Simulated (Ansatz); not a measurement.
# PbO (model cell, started as layered BN type): phonons and vibrational spectra

Wanted: phonon frequencies of PbO (model cell, started as layered BN type) and what follows from them.

Calculated with Ansatz 0.2.0; DFT PBEsol, scalar-relativistic, plane waves, PAW.

The structure was built from a prototype and need not be the compound's stable phase.

**1. Starting point**

Symmetry: P6_3/mmc, No. 194, hexagonal system. Conventional cell: a = 4.127 Å, b = 4.127 Å, c = 5.957 Å, α = 90.00°, β = 90.00°, γ = 120.00°. Nearest to Pb lie 3 O at 2.38 Å. Nearest to O lie 3 Pb at 2.38 Å. Farther neighbours and most contacts between anions are not listed.

**2. Bringing the structure to rest**

The cell and atoms are relaxed, since residual forces and stress would shift the frequencies.

File input.yaml:

```yaml
crystal:
  lattice:
    - [4.12713, 0.0, 0.0]
    - [-2.06357, 3.5742, 0.0]
    - [0.0, 0.0, 5.957]
  atoms:
    - { symbol: Pb, position: [0.333333, 0.666667, 0.25] }
    - { symbol: Pb, position: [0.666667, 0.333333, 0.75] }
    - { symbol: O, position: [0.666667, 0.333333, 0.25] }
    - { symbol: O, position: [0.333333, 0.666667, 0.75] }
kpoints:
  mp_grid: { grid: [9, 9, 4] }
hamiltonian:
  xc: pbesol
scf:
  occupations: { method: gaussian, width: 0.02 }
output:
  forces: true
  stress: true
  eigenvalues: true
relax:
  adjacent_minimum: "off"
  f_tol: 0.005
  max_steps: 80
  cell: { stress_tol: 0.05 }
```

On the command line:

```console
ansatz run input.yaml --threads 4 --pin off --max-ram 7168MiB --backend cpu --events-out ev --progress --plain --runs-dir out
```

Numbers of over 12 decimals in the logs are rounded to 6 here.

Log:

```text
Warning: the atoms were moved onto the symmetric positions of the space group found under crystal.symmetry.tolerance 1.0e-5 (fractional; no operation is sought that the atoms, as they stand in a round, miss by more than twice it, and no atom is moved by as much as it), and the run uses the moved positions. Before a round's move an operation carried an atom to 4.13e-6 Å from where it should land, the largest such dist [...]
Engine: ansatz 0.2.0, aarch64-unknown-linux-gnu
Pseudopotentials: kind: paw
Pseudopotential: Pb, paw, valence charge 14, recommended cutoff 420 eV (normal), Pb.paw.azcp
Pseudopotential: O, paw, valence charge 6, recommended cutoff 420 eV (normal), O.paw.azcp
Functional definition: PBEsol
  exchange = pbesol_x
  correlation = pbesol_c
Crystal: 4 atoms, lattice volume = 87.873 Å³
Basis set: ecut = 420 eV, 1663 PW (Γ), exchange–correlation on 60×60×80 points (8 copies of the dense FFT grid, shifted against one another)
Bands: 24, of which v1, the nominal top of the filled ones, is band 20 counted from 1 (19 counted from 0)
Symmetry: 24 space group operations
Space group: P63/mmc (ITA 194), of the structure as read, at distance tolerance 4.4e-5 Å
k-points: 36 of 324
Non-local potential: Pb, projectors of the file, l = 0: 2, l = 1: 2, l = 2: 2, l = 3: 2
Non-local potential: O, projectors of the file, l = 0: 2, l = 1: 2, l = 2: 1
PAW form: soft (Blöchl's): semilocal exchange-correlation on the pseudo side does not see the compensation charge
PAW frozen core: Pb, regenerated for the run's functional, and the local potential with it (the file was generated under x = pbe(κ = 0.804, μ = 0.219515), c = pbe(β = 0.066725))
PAW frozen core: O, regenerated for the run's functional, and the local potential with it (the file was generated under x = pbe(κ = 0.804, μ = 0.219515), c = pbe(β = 0.066725))
PAW one-centre angular grid: Pb, 590 points (default); XC on 64 Gauss nodes
PAW one-centre angular grid: O, 110 points (default); XC on 64 Gauss nodes
Initial density: superposition of atomic densities (neutral atoms: chi_scale 0, normalization atom), corrected by the library's trained network
Initial wavefunctions: pseudopotential atomic-orbital guess
Functional: x = pbesol(κ = 0.804, μ = 0.123457), c = pbesol(β = 0.046)
SCF iter   1: F=—  HF=-24629.854128 eV  |F-HF|=—  |Δ(HF+E_count)|=         —  Δρ=1.90e-2  dr2=3.26e-1  ethr=1.77e-3  ⟨swp⟩=6.5  Hψ=3962  notcnv=0
preconditioner: auto → Resta (q_TF=auto, 2.393 Å⁻¹)  ε∞=4.0  [insulator: Δε(μ)=0.882 eV  Ē_g=14.480 eV  σ=0.020 eV  W_gap=1.00  n_scr=22 (ndim 8)  ℏωp=25.1 eV  f_vac=0.085  D(μ)=0.00/eV (n_scr^D=0)  ε∞_Penn≈4.0]
SCF iter   2: F=—  HF=-24629.818211 eV  |F-HF|=—  |Δ(HF+E_count)|=   3.59e-2  Δρ=1.22e-2  dr2=1.10e-1  ethr=8.15e-4  ⟨swp⟩=2.2  Hψ=1576  notcnv=0
SCF iter   3: F=—  HF=-24629.796536 eV  |F-HF|=—  |Δ(HF+E_count)|=   2.17e-2  Δρ=1.36e-3  dr2=8.58e-4  ethr=2.76e-4  ⟨swp⟩=2.0  Hψ=1211  notcnv=0
SCF iter   4: F=—  HF=-24629.796651 eV  |F-HF|=—  |Δ(HF+E_count)|=   1.15e-4  Δρ=5.29e-4  dr2=3.00e-4  ethr=2.15e-6  ⟨swp⟩=2.1  Hψ=1706  notcnv=0
SCF iter   5: F=—  HF=-24629.796603 eV  |F-HF|=—  |Δ(HF+E_count)|=   4.78e-5  Δρ=6.76e-5  dr2=5.28e-6  ethr=7.51e-7  ⟨swp⟩=2.0  Hψ=1064  notcnv=0
SCF iter   6: F=—  HF=-24629.796581 eV  |F-HF|=—  |Δ(HF+E_count)|=   2.23e-5  Δρ=1.73e-5  dr2=2.78e-7  ethr=1.32e-8  ⟨swp⟩=2.2  Hψ=1181  notcnv=0
SCF iter   7: F=-24629.796581 eV  HF=-24629.796581 eV  |F-HF|=1.34e-8  |Δ(HF+E_count)|=   4.75e-8  Δρ=5.16e-6  dr2=2.35e-8  ethr=2.50e-10  ⟨swp⟩=6.5  Hψ=4102  notcnv=0
SCF 1 converged in 7 iterations: F = -24629.796581 eV  dr2 = 2.35e-8
  greatest PAW one-centre occupation: 0.982 electrons in one spin orbital (limit 2), on the Pb atom at site 1 (counted from 0), in its partial waves of l = 2
relax step   1: F+E_penalty+E_count = -24629.79658091 eV  Δ(F+E_penalty+E_count) = +0.000e0 eV  max|allowed force component| = 3.516e-16 eV/Å  Δτ_max = 0.0000 Å  P = -2.110 GPa  Ω = 87.873 Å³  (7 SCF iters, dr2 threshold 1.00e-7 eV, accepted)
Crystal: 4 atoms, lattice volume = 83.598 Å³
Basis set: ecut = 420 eV, 1639 PW (Γ), exchange–correlation on 60×60×80 points (8 copies of the dense FFT grid, shifted against one another)
Initial density: handed on by an earlier stage of this run
Initial wavefunctions: those handed on with the density
iter 1 solved again at ethr=7.28e-6 eV; its pass at ethr=3.10e-3 eV (dr2=2.91e-3 eV) is discarded
SCF iter   1: F=—  HF=-24629.955372 eV  |F-HF|=—  |Δ(HF+E_count)|=         —  Δρ=1.91e-3  dr2=3.21e-3  ethr=7.28e-6  ⟨swp⟩=2.1  Hψ=6212  notcnv=0
preconditioner: auto → Resta (q_TF=auto, 2.413 Å⁻¹)  ε∞=4.0  [insulator: Δε(μ)=1.114 eV  Ē_g=14.725 eV  σ=0.020 eV  W_gap=1.00  n_scr=22 (ndim 8)  ℏωp=25.7 eV  f_vac=0.074  D(μ)=0.00/eV (n_scr^D=0)  ε∞_Penn≈4.0]
SCF iter   2: F=—  HF=-24629.955065 eV  |F-HF|=—  |Δ(HF+E_count)|=   3.07e-4  Δρ=1.20e-3  dr2=1.33e-3  ethr=7.28e-6  ⟨swp⟩=1.3  Hψ=917  notcnv=0
SCF iter   3: F=—  HF=-24629.955216 eV  |F-HF|=—  |Δ(HF+E_count)|=   1.51e-4  Δρ=1.43e-3  dr2=1.51e-3  ethr=3.32e-6  ⟨swp⟩=2.0  Hψ=1717  notcnv=0
SCF iter   4: F=—  HF=-24629.954942 eV  |F-HF|=—  |Δ(HF+E_count)|=   2.74e-4  Δρ=1.49e-4  dr2=2.90e-5  ethr=3.32e-6  ⟨swp⟩=2.0  Hψ=1115  notcnv=0
SCF iter   5: F=—  HF=-24629.954933 eV  |F-HF|=—  |Δ(HF+E_count)|=   9.04e-6  Δρ=6.26e-5  dr2=4.29e-6  ethr=7.26e-8  ⟨swp⟩=3.0  Hψ=1627  notcnv=0
SCF iter   6: F=—  HF=-24629.954936 eV  |F-HF|=—  |Δ(HF+E_count)|=   3.18e-6  Δρ=2.40e-5  dr2=4.21e-7  ethr=1.07e-8  ⟨swp⟩=2.1  Hψ=1214  notcnv=0
SCF iter   7: F=-24629.954937 eV  HF=-24629.954937 eV  |F-HF|=2.21e-8  |Δ(HF+E_count)|=   3.47e-7  Δρ=6.88e-6  dr2=3.67e-8  ethr=1.00e-9  ⟨swp⟩=6.3  Hψ=3623  notcnv=0
SCF 2 converged in 7 iterations: F = -24629.954937 eV  dr2 = 3.67e-8
  greatest PAW one-centre occupation: 0.983 electrons in one spin orbital (limit 2), on the Pb atom at site 1 (counted from 0), in its partial waves of l = 2
relax step   2: F+E_penalty+E_count = -24629.95493666 eV  Δ(F+E_penalty+E_count) = -1.584e-1 eV  max|allowed force component| = 8.697e-16 eV/Å  Δτ_max = 0.0000 Å  P = -0.132 GPa  Ω = 83.598 Å³  energy of the carried Pulay correction = +8.754e-3 eV  (7 SCF iters, dr2 threshold 4.00e-7 eV, accepted)
Crystal: 4 atoms, lattice volume = 82.706 Å³
Basis set: ecut = 420 eV, 1595 PW (Γ), exchange–correlation on 60×60×80 points (8 copies of the dense FFT grid, shifted against one another)
iter 1 solved again at ethr=1.71e-5 eV; its pass at ethr=3.10e-3 eV (dr2=6.82e-3 eV) is discarded
SCF iter   1: F=—  HF=-24630.077634 eV  |F-HF|=—  |Δ(HF+E_count)|=         —  Δρ=3.09e-3  dr2=6.90e-3  ethr=1.71e-5  ⟨swp⟩=2.0  Hψ=6441  notcnv=0
preconditioner: auto → Resta (q_TF=auto, 2.417 Å⁻¹)  ε∞=4.0  [insulator: Δε(μ)=1.162 eV  Ē_g=14.820 eV  σ=0.020 eV  W_gap=1.00  n_scr=22 (ndim 8)  ℏωp=25.8 eV  f_vac=0.089  D(μ)=0.00/eV (n_scr^D=0)  ε∞_Penn≈4.0]
SCF iter   2: F=—  HF=-24630.076298 eV  |F-HF|=—  |Δ(HF+E_count)|=   1.34e-3  Δρ=1.72e-3  dr2=2.55e-3  ethr=1.71e-5  ⟨swp⟩=2.0  Hψ=1216  notcnv=0
SCF iter   3: F=—  HF=-24630.075780 eV  |F-HF|=—  |Δ(HF+E_count)|=   5.19e-4  Δρ=1.06e-3  dr2=8.69e-4  ethr=6.36e-6  ⟨swp⟩=2.0  Hψ=1207  notcnv=0
SCF iter   4: F=—  HF=-24630.075501 eV  |F-HF|=—  |Δ(HF+E_count)|=   2.78e-4  Δρ=9.18e-5  dr2=8.54e-6  ethr=2.17e-6  ⟨swp⟩=2.1  Hψ=1216  notcnv=0
SCF iter   5: F=—  HF=-24630.075514 eV  |F-HF|=—  |Δ(HF+E_count)|=   1.28e-5  Δρ=2.06e-5  dr2=6.29e-7  ethr=2.14e-8  ⟨swp⟩=2.4  Hψ=1458  notcnv=0
SCF iter   6: F=-24630.075515 eV  HF=-24630.075515 eV  |F-HF|=9.74e-8  |Δ(HF+E_count)|=   4.15e-7  Δρ=7.22e-6  dr2=7.88e-8  ethr=1.00e-9  ⟨swp⟩=6.1  Hψ=3766  notcnv=0
SCF 3 converged in 6 iterations: F = -24630.075515 eV  dr2 = 7.88e-8
relax step   3: F+E_penalty+E_count = -24630.07551471 eV  Δ(F+E_penalty+E_count) = -1.206e-1 eV  max|allowed force component| = 1.073e-15 eV/Å  Δτ_max = 0.0000 Å  P = -0.813 GPa  Ω = 82.706 Å³  energy of the carried Pulay correction = +1.112e-2 eV  (6 SCF iters, dr2 threshold 4.00e-7 eV, accepted)
[...]
relax step   4: F+E_penalty+E_count = -24630.07564133 eV  Δ(F+E_penalty+E_count) = -1.266e-4 eV  max|allowed force component| = 2.591e-16 eV/Å  Δτ_max = 0.0000 Å  P = +1.949 GPa  Ω = 79.824 Å³  energy of the carried Pulay correction = +1.738e-2 eV  (6 SCF iters, dr2 threshold 4.00e-7 eV, rejected (line search))
[...]
relax step   5: F+E_penalty+E_count = -24630.09015567 eV  Δ(F+E_penalty+E_count) = -1.464e-2 eV  max|allowed force component| = 9.252e-16 eV/Å  Δτ_max = 0.0000 Å  P = -0.017 GPa  Ω = 81.684 Å³  energy of the carried Pulay correction = +1.337e-2 eV  (8 SCF iters, accepted)
[...]
relax step   6: F+E_penalty+E_count = -24630.09023100 eV  Δ(F+E_penalty+E_count) = -7.534e-5 eV  max|allowed force component| = 3.146e-16 eV/Å  Δτ_max = 0.0000 Å  P = -0.001 GPa  Ω = 81.663 Å³  energy of the carried Pulay correction = +1.343e-2 eV  (4 SCF iters, dr2 threshold 2.00e-8 eV, accepted)
[...]
relax step   7: F+E_penalty+E_count = -24630.08922868 eV  Δ(F+E_penalty+E_count) = +1.002e-3 eV  max|allowed force component| = 5.181e-16 eV/Å  Δτ_max = 0.0000 Å  P = -0.055 GPa  Ω = 81.663 Å³  stress off target by 2.82e-1 GPa  SCF on the basis re-selected at this cell (its energy is not comparable with the rows above)  (7 SCF iters)
[...]
relax step   8: F+E_penalty+E_count = -24630.08960274 eV  Δ(F+E_penalty+E_count) = -3.741e-4 eV  max|allowed force component| = 4.441e-16 eV/Å  Δτ_max = 0.0000 Å  P = +0.006 GPa  Ω = 81.598 Å³  energy of the carried Pulay correction = +1.521e-4 eV  (4 SCF iters, dr2 threshold 1.98e-7 eV, accepted)
iter 1 solved again at ethr=1.00e-7 eV; its pass at ethr=3.10e-3 eV (dr2=4.01e-5 eV) is discarded
SCF iter   1: F=—  HF=-24630.089518 eV  |F-HF|=—  |Δ(HF+E_count)|=         —  Δρ=1.63e-5  dr2=5.15e-8  ethr=1.00e-7  ⟨swp⟩=3.7  Hψ=6717  notcnv=0
preconditioner: auto → Resta (q_TF=auto, 2.423 Å⁻¹)  ε∞=4.1  [insulator: Δε(μ)=1.189 eV  Ē_g=14.867 eV  σ=0.020 eV  W_gap=1.00  n_scr=22 (ndim 8)  ℏωp=26.0 eV  f_vac=0.091  D(μ)=0.00/eV (n_scr^D=0)  ε∞_Penn≈4.1]
SCF iter   2: F=—  HF=-24630.089498 eV  |F-HF|=—  |Δ(HF+E_count)|=   2.07e-5  Δρ=8.39e-6  dr2=2.75e-8  ethr=1.29e-10  ⟨swp⟩=2.9  Hψ=1652  notcnv=0
SCF iter   3: F=—  HF=-24630.089498 eV  |F-HF|=—  |Δ(HF+E_count)|=   2.09e-8  Δρ=4.49e-6  dr2=1.02e-8  ethr=6.87e-11  ⟨swp⟩=2.0  Hψ=1070  notcnv=0
SCF iter   4: F=—  HF=-24630.089498 eV  |F-HF|=—  |Δ(HF+E_count)|=   3.85e-9  Δρ=8.11e-7  dr2=7.91e-10  ethr=2.54e-11  ⟨swp⟩=2.0  Hψ=1063  notcnv=0
SCF iter   5: F=—  HF=-24630.089498 eV  |F-HF|=—  |Δ(HF+E_count)|=  4.62e-10  Δρ=3.92e-7  dr2=1.24e-10  ethr=1.98e-12  ⟨swp⟩=2.0  Hψ=1144  notcnv=0
SCF iter   6: F=-24630.089498 eV  HF=-24630.089498 eV  |F-HF|=7.28e-12  |Δ(HF+E_count)|=  6.18e-11  Δρ=1.10e-7  dr2=9.35e-12  ethr=1.00e-12  ⟨swp⟩=5.0  Hψ=3201  notcnv=0
SCF 9 converged in 6 iterations: F = -24630.089498 eV  dr2 = 9.35e-12
relax step   9: F+E_penalty+E_count = -24630.08949773 eV  Δ(F+E_penalty+E_count) = +1.050e-4 eV  max|allowed force component| = 4.256e-16 eV/Å  Δτ_max = 0.0000 Å  P = +0.003 GPa  Ω = 81.598 Å³  stress off target by 8.44e-3 GPa  SCF on the basis re-selected at this cell (its energy is not comparable with the rows above)  (6 SCF iters)
basis re-selected at this cell: Δ(F+E_penalty+E_count) = +1.050e-4 eV, ΔP = -0.003 GPa vs the last step (what re-selecting the basis moved, of the pressure what is left beyond the Pulay correction that the steps carried, after the strain that the cell walked since its last selection, with what the two solves' SCF thresholds leave and, on support functions, any second-order correction that the steps lacked; it is no m [...]
SCF converged after 6 iterations
Free energy (F): -24630.089498 eV
Harris-Foulkes:  -24630.089498 eV  (|F-HF|=7.28e-12)
Internal energy: -24630.089498 eV  (E = F + TS)
E sigma→0 (E₀):  -24630.089498 eV
Fermi energy:    9.269377 eV
--- Per-component energies (eV) ---
  E_band       = -115.831427
  E_kinetic    = 921.024940
  E_local      = -2951.782802  (includes V_loc(G=0)·N_el)
  E_nonlocal   = 801.086183
  E_hartree    = 1149.426514
  E_xc         = -584.794137
  E_vxc        = -453.340431  (∫ρ·V_xc dr)
  E_paw        = -20809.500509  (= ΣΔE_a)
  E_vpaw       = -731.677027  (= ΣTr[D̂ρ^β])
  E_aug_tail   = 0.004747  (compensation charges beyond the density's cutoff)
  E_ewald      = -3155.749244
  E_core_change = 0.194809  (= ΣΔE_core)
  E_smearing   = -0.000000  (= −TS)
  E_closure    = -0.000000  (closes the sum)
  Σ components = -24630.089498   (vs F -24630.089498, Δ=0.00e0)
--- Forces (eV/Å), atoms counted from 1 ---
  atom   1  Pb     0.00000000    -0.00000000     0.00000000
  atom   2  Pb    -0.00000000     0.00000000     0.00000000
  atom   3  O      0.00000000     0.00000000     0.00000000
  atom   4  O      0.00000000    -0.00000000     0.00000000
  max |Σ_I F_I| component: 1.48e-16 eV/Å
--- Stress (GPa, compression-positive) ---
        0.008439       0.000000       0.000000
        0.000000       0.008439       0.000000
        0.000000       0.000000      -0.007678
  P = ⅓ Tr σ = 0.0031 GPa (0.031 kbar)
--- Band table (eV; the first three rows and the last of 36) ---
  k-point 0: bands = [... 16 lower, 5.1597, 6.0098, 6.0327, 6.0327, 12.5038, 12.7613, 12.7613, 13.4563]
  k-point 1: bands = [... 16 lower, 5.3129, 5.9380, 5.9380, 6.6382, 12.0029, 12.6671, 12.6671, 13.1530]
  k-point 2: bands = [... 16 lower, 5.6542, 5.6542, 7.1234, 7.1234, 11.8540, 11.8540, 12.7256, 12.7256]
  k-point 35: bands = [... 16 lower, 6.3695, 6.3695, 8.6747, 8.6747, 9.8640, 9.8640, 11.8420, 11.8420]
--- Relaxed structure (7 steps of the walk, 6 accepted, 2 SCFs on fresh bases) ---
  F+E_penalty+E_count = -24630.08949773 eV   max|allowed force component| = 4.256e-16 eV/Å   (the final SCF, on the basis selected at the relaxed cell)
  cell:  # Å, volume = 81.5978 Å³
    - [4.239060, 2.9650412208859715e-6, 0.0]
    - [-2.119532, 3.671132, 0.0]
    - [0.0, 0.0, 5.243349]
  atoms:
    - { symbol: Pb, position: [0.333333, 0.666667, 0.250000] }
    - { symbol: Pb, position: [0.666667, 0.333333, 0.750000] }
    - { symbol: O, position: [0.666667, 0.333333, 0.250000] }
    - { symbol: O, position: [0.333333, 0.666667, 0.750000] }
```

Elapsed: 58 s, on 4 threads of Arm Neoverse N1, shared host; peak memory 0.42 GiB; 83 s of CPU time.

Relaxation path:

| step | energy less that of the first step (eV) | largest force component (eV/Å) | pressure (GPa) | volume (Å³) |
| --- | --- | --- | --- | --- |
| 1 | 0.0000 | 0.0000 | -2.11 | 87.87 |
| 2 | -0.1584 | 0.0000 | -0.13 | 83.60 |
| 3 | -0.2789 | 0.0000 | -0.81 | 82.71 |
| 4 | -0.2791 | 0.0000 | 1.95 | 79.82 |
| 5 | -0.2936 | 0.0000 | -0.02 | 81.68 |
| 6 | -0.2936 | 0.0000 | 0.00 | 81.66 |
| 7* | -0.2926 | 0.0000 | -0.05 | 81.66 |
| 8 | -0.2930 | 0.0000 | 0.01 | 81.60 |
| 9* | -0.2929 | 0.0000 | 0.00 | 81.60 |

Relaxation steps marked * repeat the geometry before them on a plane-wave basis chosen anew for their cell, so energy and pressure can jump there. Relaxation step 4 was tried and not accepted.

Forces are held to the 24 operations that the run works with; a distortion that breaks them can't arise in this run.

```
conventional cell, symmetrised  before  after   change
                         a (Å)   4.127  4.239   +2.7 %
                         b (Å)   4.127  4.239   +2.7 %
                         c (Å)   5.957  5.243  -12.0 %
              volume (Å³/atom)   21.97  20.40   -7.1 %
```

Numbers from this step:

* pressure: 0.003067 GPa
* gap on the k-mesh: 1.189 eV
* volume per atom: 20.40 Å³
* direct gap on mesh: 1.189 eV

In this step the volume went from 21.97 to 20.40 Å³/atom.

(Continued in part 2 of 2.)

[Logs are printed without paths, hosts, clocks, repeated set-up lines and the standing remarks that a program may print on its own settings, such as how far it seeks lower states.]

[Hosts, paths, dates, database ids (printed as entryN), source tags and the programs' standing remarks are cut or masked in the printed files.]
